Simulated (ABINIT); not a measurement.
# TiO2 (C2/c): G0W0 on several meshes in ABINIT, part 2 of 2

Wanted: mesh dependence and cost of G0W0 for TiO2 (C2/c).

ABINIT 10.8.3; LDA and many-body steps on it, plane waves. Known limits of the many-body steps: not at the basis limit; coarse k mesh.

So far. Step 4 (4×4×2): The gap on the mesh goes from 2.00 eV to 3.61 eV, a correction of +1.61 eV. Step 5 (Empty states on the mesh, 2×2×2 mesh, 102 bands): On this mesh the gap is 1.999 eV.

**6. Screening, 2×2×2 mesh, 94 bands, screening to 93.3 eV**

This step: RPA screening on LDA, plane waves, norm-conserving pseudopotentials.

Input file run.abi:

```
acell 3*1.0 Angstrom
rprim 
  2.706034000000 -2.706655000000 -0.000000000000
  2.706034000000 2.706655000000 -0.000000000000
  -2.633531000000 -0.000000000000 4.796637000000
ntypat 2
znucl 22 8
natom 6
typat 1 1 2 2 2 2
xred 
  0.134110000000 0.865890000000 0.250000000000
  0.865890000000 0.134110000000 0.750000000000
  0.331221000000 0.088755000000 0.667149000000
  0.668779000000 0.911245000000 0.332851000000
  0.911245000000 0.668779000000 0.832851000000
  0.088755000000 0.331221000000 0.167149000000
pp_dirpath "pseudos"
pseudos "Ti.upf, O.upf"
ecut 38
ngkpt 2 2 2
nshiftk 1
shiftk 0 0 0
kptopt 1
chksymbreak 0
istwfk *1
occopt 1
irdwfk 1
optdriver 3
nband 94
ecuteps 3.43
inclvkb 2
awtr 1
symchi 1
indata_prefix "in"
outdata_prefix "out"
tmpdata_prefix "tmp"
```

Run with:

```
> OMP_NUM_THREADS=1 mpirun -n 4 abinit run.abi > log
```

Numbers of over 12 decimals in the logs are rounded to 6 here.

The log of the run:

```text
.Version 10.8.3 of ABINIT. v10.8.2 released Aug 2026.

 Symmetries : space group C2/c (# 15); Bravais mC (1-face-center monocl.)
[... echo of the input left out ...]
== DATASET  1 ==================================================================
-   mpi_nproc: 4, omp_nthreads: 1 (-1 if OMP is not activated)

--- !DatasetInfo
iteration_state: {dtset: 1, }
dimensions: {natom: 6, nkpt: 6, mband: 94, nsppol: 1, nspinor: 1, nspden: 1, mpw: 5320, }
cutoff_energies: {ecut:  38.0, pawecutdg:  -1.0, }
electrons: {nelect:   4.80000000E+01, charge:   0.00000000E+00, occopt:   1.00000000E+00, tsmear:   1.00000000E-02, }

 SCREENING: Calculation of the susceptibility and dielectric matrices

 Based on a program developped by R.W. Godby, V. Olevano, G. Onida, and L. Reining.
 Incorporated in ABINIT by V. Olevano, G.-M. Rignanese, and M. Torrent.
.Using double precision arithmetic ; gwpc =  8

[... cell and pseudopotentials left out ...]
--------------------------------------------------------------------------------

 ==== K-mesh for the wavefunctions ====
 Number of points in the irreducible wedge :     6
[... list of points left out ...]
 Together with  4 symmetry operations and time-reversal symmetry
 yields     8 points in the full Brillouin Zone.

 ==== Q-mesh for the screening function ====
 Number of points in the irreducible wedge :     6
[... list of points left out ...]
 Together with  4 symmetry operations and time-reversal symmetry
 yields     8 points in the full Brillouin Zone.

 setmesh: FFT mesh size selected  =    25x   25x   36
          total number of points  =        22500

 vcoul_init : cutoff-mode = AUXILIARY_FUNCTION
 q-points for optical limit:   1
     1)      0.000010    0.000020    0.000030

- screening: taking advantage of time-reversal symmetry
- Maximum band index for partially occupied states nbvw = 24
- Remaining bands to be divided among processors   nbcw = 70
- Number of bands treated by each node ~17

 Number of electrons calculated from density =   48.0000; Expected =   48.0000
 average of density, n =  0.101231
 r_s =    1.3311
 omega_plasma =   30.6910 [eV]

 calculating chi0 at frequencies [eV] :
  1    0.000000E+00    0.000000E+00
  2    0.000000E+00    3.069103E+01

--------------------------------------------------------------------------------
  q-point number  1        q = ( 0.000000, 0.000000, 0.000000) [r.l.u.]
--------------------------------------------------------------------------------
[... chi0 elements left out ...]
 For q-point:  0.000010 0.000020 0.000030
  dielectric constant =   7.2697
  dielectric constant without local fields =   7.6813

  Average fulfillment of the sum rule on Im[epsilon] for q-point    1 :     49.61  [%]
[... wings left out ...]
  q-point number  2        q = ( 0.500000, 0.000000, 0.000000) [r.l.u.]
--------------------------------------------------------------------------------
[... chi0 elements left out ...]
  Average fulfillment of the sum rule on Im[epsilon] for q-point    2 :     55.91  [%]

 [... 4 further q-points ...]
```

Wall time 19 s (4 MPI ranks of Arm Neoverse V2, shared host); peak memory 0.8 GiB; 74 s of CPU time.

This step gave:

```
ε∞ with local fields, on this mesh, along the program's q direction : 7.270
the same without local fields                                       : 7.681
plasma frequency                                                    : 30.69 eV
plane waves in the screening matrix                                 : 143
```

**7. 2×2×2**

This step: G0W0 on LDA, plane waves, norm-conserving pseudopotentials.

run.abi, as its differences from that of step 6:

```diff
@@ -27,8 +27,25 @@
 irdwfk 1
-optdriver 3
+optdriver 4
 nband 94
+gwcalctyp 0
+ecutsigx 38
+symsigma 1
+nkptgw 6
+kptgw 
+  0.5000000000 0.5000000000 0.0000000000
+  0.0000000000 0.0000000000 0.0000000000
+  0.5000000000 0.0000000000 0.0000000000
+  0.0000000000 0.0000000000 0.5000000000
+  0.5000000000 0.0000000000 0.5000000000
+  0.5000000000 0.5000000000 0.5000000000
+bdgw 
+  23 26
+  23 26
+  23 26
+  23 26
+  23 26
+  23 26
 ecuteps 3.43
-inclvkb 2
-awtr 1
-symchi 1
+irdscr 1
+ppmodel 1
 indata_prefix "in"
```

The log of the run:

```text
.Version 10.8.3 of ABINIT. v10.8.2 released Aug 2026.

 Symmetries : space group C2/c (# 15); Bravais mC (1-face-center monocl.)
[... echo of the input left out ...]
== DATASET  1 ==================================================================
-   mpi_nproc: 4, omp_nthreads: 1 (-1 if OMP is not activated)

--- !DatasetInfo
iteration_state: {dtset: 1, }
dimensions: {natom: 6, nkpt: 6, mband: 94, nsppol: 1, nspinor: 1, nspden: 1, mpw: 5320, }
cutoff_energies: {ecut:  38.0, pawecutdg:  -1.0, }
electrons: {nelect:   4.80000000E+01, charge:   0.00000000E+00, occopt:   1.00000000E+00, tsmear:   1.00000000E-02, }

 SIGMA: Calculation of the GW corrections

 Based on a program developped by R.W. Godby, V. Olevano, G. Onida, and L. Reining.
 Incorporated in ABINIT by V. Olevano, G.-M. Rignanese, and M. Torrent.
.Using double precision arithmetic ; gwpc =  8

[... cell and pseudopotentials left out ...]
--------------------------------------------------------------------------------

 ==== K-mesh for the wavefunctions ====
 Number of points in the irreducible wedge :     6
[... list of points left out ...]
 Together with  4 symmetry operations and time-reversal symmetry
 yields     8 points in the full Brillouin Zone.

 ==== Q-mesh for screening function ====
 Number of points in the irreducible wedge :     6
[... list of points left out ...]
 Together with  4 symmetry operations and time-reversal symmetry
 yields     8 points in the full Brillouin Zone.

 vcoul_init : cutoff-mode = AUXILIARY_FUNCTION
 q-points for optical limit:   1
     1)      0.000010    0.000020    0.000030
 setmesh: FFT mesh size selected  =    40x   40x   54
          total number of points  =        86400

 Number of electrons calculated from density =   48.0000; Expected =   48.0000
[...]
--- !SelfEnergy_ee
iteration_state: {dtset: 1, }
kpoint     : [   0.500,    0.000,    0.000, ]
spin       : 1
KS_gap     :    3.788
QP_gap     :    5.612
Delta_QP_KS:    1.824
data: !SigmaeeData |
     Band     E0 <VxcDFT>   SigX SigC(E0)      Z dSigC/dE  Sig(E)    E-E0       E
[...]
--- !SelfEnergy_ee
iteration_state: {dtset: 1, }
kpoint     : [   0.000,    0.000,    0.500, ]
spin       : 1
KS_gap     :    2.490
QP_gap     :    4.228
Delta_QP_KS:    1.738
data: !SigmaeeData |
     Band     E0 <VxcDFT>   SigX SigC(E0)      Z dSigC/dE  Sig(E)    E-E0       E
[...]
--- !SelfEnergy_ee
iteration_state: {dtset: 1, }
kpoint     : [   0.500,    0.000,    0.500, ]
spin       : 1
KS_gap     :    3.644
QP_gap     :    5.443
Delta_QP_KS:    1.799
data: !SigmaeeData |
     Band     E0 <VxcDFT>   SigX SigC(E0)      Z dSigC/dE  Sig(E)    E-E0       E
[...]
--- !SelfEnergy_ee
iteration_state: {dtset: 1, }
kpoint     : [   0.500,    0.500,    0.500, ]
spin       : 1
KS_gap     :    3.240
QP_gap     :    5.036
Delta_QP_KS:    1.796
data: !SigmaeeData |
     Band     E0 <VxcDFT>   SigX SigC(E0)      Z dSigC/dE  Sig(E)    E-E0       E
[...]
25   6.622 -20.849 -12.413  -5.643   0.775  -0.291 -18.686   2.164   8.786
       26   6.622 -20.849 -12.413  -5.643   0.775  -0.291 -18.686   2.164   8.786

 New Fermi energy :        1.937181E-01 Ha ,    5.271339E+00 eV

 === QP Band Gaps ===
  >>>> For spin  1
   Minimum direct gap =   4.1774 [eV], located at k-point      :   0.0000  0.0000  0.0000
   Fundamental gap    =   3.6414 [eV], Top of valence bands at :   0.5000  0.5000  0.0000
                                       Bottom of conduction at :   0.0000  0.0000  0.0000

== END DATASET(S) ==============================================================
================================================================================

 -outvars: echo values of variables after computation  --------
           etotal      0.0000000000E+00
            nband          94
             nkpt           6
          spgroup          15
 [... the other variables as echoed above ...]

 Calculation completed.
```

Wall time 7.5 s (4 MPI ranks); peak memory 0.66 GiB.

This step gave:

```yaml
g0w0_gap_on_the_mesh: 3.641 eV
starting_gap_on_the_mesh: 1.999 eV
k_of_the_valence_top: 0.5, 0.5, 0
k_of_the_conduction_bottom: 0, 0, 0
z_at_the_valence_top: 0.768
z_at_the_conduction_bottom: 0.788
least_direct_g0w0_gap_on_the_computed_points: 4.177 eV
```

Against G0W0 in ABINIT (4×4×2 mesh, 94 bands, screening to 93.3 eV, Godby-Needs plasmon pole), the gap moves by +0.030 eV.

**8. Side by side**

Times are wall times on 4 MPI ranks of Arm Neoverse V2, shared host, good to a factor of about two. A run's time includes the screening step that it read.

```
  run   mesh  bands  screening cutoff (eV)  DFT gap (eV)  gap on the mesh (eV)  direct (eV)  ε∞ used  time
4×4×2  4×4×2     94                   93.3         1.999                 3.611        4.109     6.84  81 s
2×2×2  2×2×2     94                   93.3         1.999                 3.641        4.177     7.27  26 s
```

**9. Summary of results**

| Property | Result |
| --- | --- |
| 4×4×2 | 3.611 eV |
| 2×2×2 | 3.641 eV |
| known limits | not at the basis limit; coarse k mesh |

2×2×2: +0.030 eV against 4×4×2. Bands and cutoff are finite, so the gap is not at the basis limit. The miss can reach some tenths of an eV and take either sign; the mesh is an error of its own. The 4×4×2 mesh is coarse for this cell, which bears on the long-range parts of exchange and screening.

[Paths, hosts, dates, memory and timing lines, banners, echoed tables and standing remarks are left out of the program output.]

[Logs are printed without paths, hosts, clocks, repeated set-up lines and the standing remarks that a program may print on its own settings, such as how far it seeks lower states.]

[Runs of the session that timed out or met a known fault of the program may be left out.]

[Hosts, paths, dates, database ids (printed as entryN), source tags and the programs' standing remarks are cut or masked in the printed files.]

[G0W0 gaps are taken among the corrected bands and points alone; a level outside them can change the order at an edge.]

[Where Ansatz stands beside ABINIT at settings called matched, ABINIT's density can come from a denser mesh and the files from another edition; pairs whose starting gaps differed by over 0.03 eV were left out, so agreement reads better than it is.]
